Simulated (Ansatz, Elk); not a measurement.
# How far do independent atoms describe Cr2CdAs2?

Structure refinements treat a crystal as free atoms side by side. For a made-up structure of Cr2CdAs2 (cell and positions from a PBEsol relaxation) the runs below show what the calculated density changes in F(hkl).

Method: DFT, PBE, all-electron APW+lo, Dirac cores, scalar-relativistic bands, static density, ferromagnetic start, in Elk 11.2.3 (patched build).

The structure was built from a prototype and need not be the compound's stable phase.

## (1) The starting structure

Symmetry: I4/mmm, No. 139, tetragonal system. The conventional cell has a = 4.168 Å, b = 4.168 Å, c = 9.692 Å, α = 90.00°, β = 90.00°, γ = 90.00°. Nearest to Cd lie 8 Cr at 3.20 Å and 8 As at 3.20 Å. As has 4 Cr at 2.39 Å and 1 As at 2.51 Å and 4 Cd at 3.20 Å nearest. Nearest to Cr lie 4 As at 2.39 Å and 4 Cr at 2.95 Å and 4 Cd at 3.20 Å. Farther neighbours are not listed.

Coordinates:

```cif
data_structure
_symmetry_space_group_name_H-M 'P 1'
_symmetry_Int_Tables_number 1
_cell_length_a 5.6717
_cell_length_b 5.6717
_cell_length_c 5.6717
_cell_angle_alpha 136.883
_cell_angle_beta 136.883
_cell_angle_gamma 62.618
_cell_volume 84.19
loop_
_atom_site_label
_atom_site_type_symbol
_atom_site_fract_x
_atom_site_fract_y
_atom_site_fract_z
_atom_site_occupancy
Cd1 Cd 0.00000 0.00000 0.00000 1
As2 As 0.62931 0.62931 0.00000 1
As3 As 0.37069 0.37069 0.00000 1
Cr4 Cr 0.25000 0.75000 0.50000 1
Cr5 Cr 0.75000 0.25000 0.50000 1
```

## (2) Ground state and structure factors

An all-electron density is needed, since X-rays see the cores too. Task 0 finds the density and task 195 Fourier-transforms it; tshift is off so that phases refer to the origin typed.

elk.in

```
tasks
  0
  195
  196

xctype
  20

spinpol
  .true.

rgkmax
  7.0

gmaxvr
  14.0

lmaxo
  7

lmaxapw
  8

swidth
  0.002

tshift
  .false.

ramdisk
  .false.

hmaxvr
  5.5

maxscl
  120

epspot
  1e-06

reducebf
  0.8

sppath
  './'

avec
  -3.93830595575 3.93830595575 9.15722800988
  3.93830595575 -3.93830595575 9.15722800988
  3.93830595575 3.93830595575 -9.15722800988

atoms
  3
  'Cd.in'
  1
  -0.0000000000 -0.0000000000 0.0000000000   0.000000 0.000000 0.000000
  'As.in'
  2
  0.6293145235 0.6293145235 -0.0000000000   0.000000 0.000000 0.000000
  0.3706854765 0.3706854765 -0.0000000000   0.000000 0.000000 0.000000
  'Cr.in'
  2
  0.2500000000 0.7500000000 0.5000000000   0.000000 0.000000 -0.090000
  0.7500000000 0.2500000000 0.5000000000   0.000000 0.000000 -0.090000

ngridk
  7 7 7
```

Run with:

```
$ OMP_NUM_THREADS=4 elk
```

Numbers of over 12 decimals in the logs are rounded to 6 here.

The program printed:

```text
┌─────────────────────────┐
│ Elk code version 11.2.3 │
└─────────────────────────┘

All units are atomic (Hartree, Bohr, etc.)

┌─────────────────────────────────────────────────┐
│ Ground-state run starting from atomic densities │
└─────────────────────────────────────────────────┘

Lattice vectors :
  -3.938305956       3.938305956       9.157228010
   3.938305956      -3.938305956       9.157228010
   3.938305956       3.938305956      -9.157228010

Reciprocal lattice vectors :
  0.3268743470E-16  0.7977015216      0.3430724505
  0.7977015216      0.3268743470E-16  0.3430724505
  0.7977015216      0.7977015216     -0.4145093801E-18

Unit cell volume      :    568.1237222
Brillouin zone volume :   0.4366130189

Muffin-tin inner radius fraction :   0.1000000000E-01

Nuclei treated as point charges

Species : 1 (Cd)
 parameters loaded from : Cd.in
 name : cadmium
 nuclear charge    :   -48.00000000
 electronic charge :    48.00000000
 atomic mass :    204912.7176
 muffin-tin radius :    2.600000000
 number of radial points in muffin-tin :   1193
 inner part over the whole radius :   0.9972693929E-02
 number on inner part of muffin-tin    :    850
 approximate nuclear radius :   0.8708852602E-04
 number of mesh points to nuclear radius :    426
 atomic positions (lattice), magnetic fields (Cartesian) :
  1 :   0.00000000  0.00000000  0.00000000    0.00000000  0.00000000  0.00000000

Species : 2 (As)
 parameters loaded from : As.in
 name : arsenic
 nuclear charge    :   -33.00000000
 electronic charge :    33.00000000
 atomic mass :    136573.7220
 muffin-tin radius :    2.233076095
 number of radial points in muffin-tin :    993
 inner part over the whole radius :   0.9914894239E-02
 number on inner part of muffin-tin    :    701
 approximate nuclear radius :   0.7712558785E-04
 number of mesh points to nuclear radius :    343
 atomic positions (lattice), magnetic fields (Cartesian) :
  1 :  -0.37068548 -0.37068548  0.00000000    0.00000000  0.00000000  0.00000000
  2 :   0.37068548  0.37068548  0.00000000    0.00000000  0.00000000  0.00000000

Species : 3 (Cr)
 parameters loaded from : Cr.in
 name : chromium
 nuclear charge    :   -24.00000000
 electronic charge :    24.00000000
 atomic mass :    94783.09202
 muffin-tin radius :    2.233076095
 number of radial points in muffin-tin :    993
 inner part over the whole radius :   0.9914394364E-02
 number on inner part of muffin-tin    :    698
 approximate nuclear radius :   0.6987106690E-04
 number of mesh points to nuclear radius :    330
 atomic positions (lattice), magnetic fields (Cartesian) :
  1 :   0.25000000 -0.25000000  0.50000000    0.00000000  0.00000000 -0.09000000
  2 :  -0.25000000  0.25000000  0.50000000    0.00000000  0.00000000 -0.09000000

Total number of atoms per unit cell :    5
Total muffin-tin volume :    260.1996331
 ratio of muffin-tin to unit cell volume :   0.4579981841

Spin treatment :
 spin-polarised
 global magnetic field (Cartesian) :    0.000000000       0.000000000       0.000000000
 collinear magnetisation in z-direction

Number of Bravais lattice symmetries :   16
Number of crystal symmetries         :   16
Crystal has inversion symmetry
Real symmetric eigensolver will be used

k-point grid :      7     7     7
k-point offset :    0.000000000       0.000000000       0.000000000
k-point set is reduced with full crystal symmetry group
Total number of k-points :       40

Muffin-tin radius times maximum |G+k| :    7.000000000
 using average radius
Maximum |G+k| for APW functions       :    3.034952846
Maximum (1/2)|G+k|²                   :    4.605469388
Maximum |G| for potential and density :    14.00000000
Constant for pseudocharge density :    9
 order of it for each species :   16  16  16
 order of it for pair densities of each species (exact exchange by exxq0 0: 17) :   12   9   9
Radial integration step length :    1

G-vector grid sizes :     48    48    48
Number of G-vectors :    26393

Maximum angular momentum used for
[...]
[... loops 3 to 21 left out ...]

┌──────────────────┐
│ Loop number : 22 │
└──────────────────┘

Energies :
 Fermi                       :     0.304383
 sum of occupied eigenvalues :     -7183.3452570247
 electron kinetic            :      12617.242660675
 core electron kinetic       :      11867.380143916
 Coulomb                     :     -24416.876847141
 Coulomb potential           :     -19253.538507702
 nuclear-nuclear             :     -1608.5623006883
 electron-nuclear            :     -26405.762723538
 Hartree                     :      3597.4481770860
 Madelung                    :     -14790.107593290
 xc potential                :     -546.89325388487
 xc effective B-field        :    -0.156155
 external B-field            :      0.000000
 exchange                    :     -412.30104250473
 correlation                 :     -8.018359
 electron entropic           :    -0.10870076409610E-02
 total energy                :     -12219.954674715
 (external B-field energy excluded from total)

Density of states at Fermi energy :    81.74776999
 (states/Hartree/unit cell)

Estimated indirect band gap :   0.1459430259E-02
 from k-point 13 to k-point 18
Estimated direct band gap   :   0.3119851980E-02
 at k-point 22

Charges :
 core                        :    86.00000000
 valence                     :    76.00000000
 interstitial                :    8.120711550
 muffin-tins (core leakage)
  species : 1 (Cd)
[...]
species : 2 (As)
[...]
species : 3 (Cr)
[...]
total in muffin-tins        :    153.8792885
 total calculated charge     :    161.9986984
 total charge                :    162.0000000
 error                       :   0.1301628900E-02

Moments :
 interstitial                :   0.3584190757
 muffin-tins
  species : 1 (Cd)
[...]
species : 2 (As)
[...]
species : 3 (Cr)
[...]
total in muffin-tins        :    3.664658369
 total moment                :    4.023077445

RMS change in Kohn-Sham potential (target) :   0.8354036646E-06 (  0.1000000000E-05)
Absolute change in total energy (target)   :   0.1002155841E-04 (  0.1000000000E-03)

Convergence targets achieved

┌──────────────────┐
│ Loop number : 23 │
└──────────────────┘

Energies :
 Fermi                       :     0.304382
 sum of occupied eigenvalues :     -7183.3453304043
 electron kinetic            :      12617.242547404
 core electron kinetic       :      11867.380099479
 Coulomb                     :     -24416.876809466
 Coulomb potential           :     -19253.538562133
 nuclear-nuclear             :     -1608.5623006883
 electron-nuclear            :     -26405.762593508
 Hartree                     :      3597.4480847300
 Madelung                    :     -14790.107528399
 xc potential                :     -546.89317300411
 xc effective B-field        :    -0.156136
 external B-field            :      0.000000
 exchange                    :     -412.30102631746
 correlation                 :     -8.018360
 electron entropic           :    -0.10872326835324E-02
 total energy                :     -12219.954735725
 (external B-field energy excluded from total)

Density of states at Fermi energy :    81.76772855
 (states/Hartree/unit cell)

Estimated indirect band gap :   0.1453360440E-02
 from k-point 13 to k-point 18
Estimated direct band gap   :   0.3120432145E-02
 at k-point 22

Charges :
 core                        :    86.00000000
 valence                     :    76.00000000
 interstitial                :    8.120716750
 muffin-tins (core leakage)
  species : 1 (Cd)
[...]
species : 2 (As)
[...]
atom 2                    :    31.20518011     (  0.4001261261E-03)
  species : 3 (Cr)
   atom 1                    :    22.45394098     ( -0.2192375312E-06)
   atom 2                    :    22.45394098     ( -0.2192375312E-06)
 total in muffin-tins        :    153.8792833
 total calculated charge     :    161.9986984
 total charge                :    162.0000000
 error                       :   0.1301638299E-02

Moments :
 interstitial                :   0.3584059784
 muffin-tins
  species : 1 (Cd)
[...]
species : 2 (As)
[...]
atom 2                    :  -0.9342147958E-01
  species : 3 (Cr)
   atom 1                    :    1.945764839
   atom 2                    :    1.945764839
 total in muffin-tins        :    3.664434094
 total moment                :    4.022840072

┌──────────────────────────────┐
│ Self-consistent loop stopped │
└──────────────────────────────┘

Warning : core states of species 1 leak from the muffin-tin :   0.2399263521E-03

Warning : core states of species 2 leak from the muffin-tin :   0.4001261261E-03

Wrote STATE.OUT
```

Wall time 7.2 min (4 threads of Intel Xeon Platinum 8488C (Sapphire Rapids), shared host); peak memory 0.52 GiB; 27 min of CPU time.

SFACRHO.OUT:

```text

h k l indices transformed by vhmat matrix:
   1.000000000       0.000000000       0.000000000    
   0.000000000       1.000000000       0.000000000    
   0.000000000       0.000000000       1.000000000    

      h      k      l  multipl.   |H|            Re(F)            Im(F)           |F|

      0      0      0      1   0.0000000       162.00000      0.48243298E-16   162.00000    
     -1     -1      1      2  0.68614490      -2.2408798     -0.12587870E-13   2.2408798    
      0      1      0      8  0.86834695       2.7553580      0.39421502E-14   2.7553580    
      0      0     -1      4   1.1281203       57.575016     -0.44804917E-14   57.575016    
      1      2     -2      8   1.3021582       79.432721     -0.17739676E-13   79.432721    
     -2      0      1      8   1.3203978       72.079630     -0.37500569E-14   72.079630    
      2      2     -2      2   1.3722898       22.161508     -0.21827731E-13   22.161508    
      1     -1     -1      4   1.5954030       118.96215      0.41914248E-14   118.96215    
      0      2     -2      8   1.7366939      0.94558639     -0.74613085E-15  0.94558639    
      1      3     -2      8   1.7764669      -43.714061     -0.64737583E-15   43.714061    
      2     -1     -1     16   1.8164078       2.3385417      0.59132253E-14   2.3385417    
     -3     -2      3      8   1.8917704       61.913181      0.27595052E-13   61.913181    
     -3     -3      3      2   2.0584347       11.065519      0.18612715E-13   11.065519    
     -3      0      1     16   2.0593511       66.606126      0.31537202E-13   66.606126    
     -1     -3      1      8   2.1043978       17.169290      0.38757419E-14   17.169290    
     -2      2      0      4   2.2562406       101.61833     -0.19586688E-15   101.61833    
      3      3     -4      8   2.3472982       64.242245      0.53448803E-14   64.242245    
     -1      3     -1      8   2.3582656       1.6016752      0.27280819E-14   1.6016752
```

Elk indexes on the primitive cell of elk.in and gives |H| = 4π sin θ/λ in inverse bohr. Below, one row stands for each form hkl of the conventional cell (m members, Friedel mates merged), F is for one primitive cell and the density is static (no thermal factor). Free-atom factors are Waasmaier and Kirfel's, and R is Σm||F|−|F'||/Σm|F|.

| hkl | m | sin θ/λ (Å⁻¹) | abs F, DFT | neutral atoms | diff. |
| --- | --- | --- | --- | --- | --- |
| 002 | 2 | 0.103 | 2.241 | 2.020 | +0.221 |
| 101 | 8 | 0.131 | 2.755 | 2.973 | -0.217 |
| 110 | 4 | 0.170 | 57.575 | 57.011 | +0.565 |
| 103 | 8 | 0.196 | 79.433 | 79.409 | +0.024 |
| 112 | 8 | 0.199 | 72.080 | 72.797 | -0.718 |
| 004 | 2 | 0.206 | 22.162 | 22.987 | -0.826 |
| 200 | 4 | 0.240 | 118.962 | 119.870 | -0.908 |
| 202 | 8 | 0.261 | 0.946 | 0.384 | +0.562 |
| 114 | 8 | 0.267 | 43.714 | 44.299 | -0.585 |
| 211 | 16 | 0.273 | 2.338 | 2.231 | +0.108 |
| 105 | 8 | 0.284 | 61.913 | 62.203 | -0.289 |
| 006 | 2 | 0.309 | 11.066 | 10.674 | +0.392 |
| 213 | 16 | 0.310 | 66.606 | 66.937 | -0.331 |
| 204 | 8 | 0.317 | 17.169 | 17.146 | +0.023 |
| 220 | 4 | 0.339 | 101.618 | 101.890 | -0.272 |
| 116 | 8 | 0.353 | 64.242 | 64.279 | -0.037 |
| 222 | 8 | 0.355 | 1.602 | 1.459 | +0.142 |
| 301 | 8 | 0.364 | 1.569 | 1.507 | +0.062 |

## (3) The magnetisation density

The same run holds the spin density, and task 196 transforms it. The order is that of the start, and no other was tried.

SFACMAG_1.OUT:

```text

h k l indices transformed by vhmat matrix:
   1.000000000       0.000000000       0.000000000    
   0.000000000       1.000000000       0.000000000    
   0.000000000       0.000000000       1.000000000    

      h      k      l  multipl.   |H|            Re(F)            Im(F)           |F|

      0      0      0      1   0.0000000       4.0228402      0.42115411E-17   4.0228402    
     -1     -1      1      2  0.68614490      -3.5509972     -0.95049724E-15   3.5509972    
      0      1      0      8  0.86834695      0.88209942E-01  -0.0000000      0.88209942E-01
      0      0     -1      4   1.1281203      -3.1320186     -0.32980729E-15   3.1320186    
      1      2     -2      8   1.3021582     -0.11593046      -0.0000000      0.11593046    
     -2      0      1      8   1.3203978       2.5386530      0.69288348E-16   2.5386530    
      2      2     -2      2   1.3722898       2.2509070     -0.14854511E-14   2.2509070    
      1     -1     -1      4   1.5954030       2.1835255      0.25212655E-15   2.1835255    
      0      2     -2      8   1.7366939      -1.8096296     -0.34527500E-16   1.8096296    
      1      3     -2      8   1.7764669      -1.5645722      0.45186697E-17   1.5645722    
      2     -1     -1     16   1.8164078     -0.29684999E-01  -0.0000000      0.29684999E-01
     -3     -2      3      8   1.8917704      0.13794554E-01  -0.0000000      0.13794554E-01
     -3     -3      3      2   2.0584347      -1.0940044      0.41241817E-15   1.0940044    
     -3      0      1     16   2.0593511      0.29969178E-01  -0.0000000      0.29969178E-01
     -1     -3      1      8   2.1043978       1.2594880      0.20548073E-15   1.2594880    
     -2      2      0      4   2.2562406       1.1519688      0.18950164E-16   1.1519688
```

The total moment is 4.02 μB a cell; sphere moments: Cd1 -0.04, As2 -0.09, As3 -0.09, Cr4 +1.95, Cr5 +1.95 μB. Polarised neutrons measure spin and orbital magnetisation together; without spin-orbit coupling the run gives the spin part:

| hkl | sin θ/λ (Å⁻¹) | abs F_M (μB) |
| --- | --- | --- |
| 002 | 0.103 | 3.551 |
| 101 | 0.131 | 0.088 |
| 110 | 0.170 | 3.132 |
| 103 | 0.196 | 0.116 |
| 112 | 0.199 | 2.539 |
| 004 | 0.206 | 2.251 |
| 200 | 0.240 | 2.183 |
| 202 | 0.261 | 1.810 |
| 114 | 0.267 | 1.565 |
| 211 | 0.273 | 0.030 |
| 105 | 0.284 | 0.014 |
| 006 | 0.309 | 1.094 |
| 213 | 0.310 | 0.030 |
| 204 | 0.317 | 1.260 |

[end of part 1 of 2]

[Logs are printed without paths, hosts, clocks, repeated set-up lines and the standing remarks that a program may print on its own settings, such as how far it seeks lower states.]

[Hosts, paths, dates, database ids (printed as entryN), source tags and the programs' standing remarks are cut or masked in the printed files.]
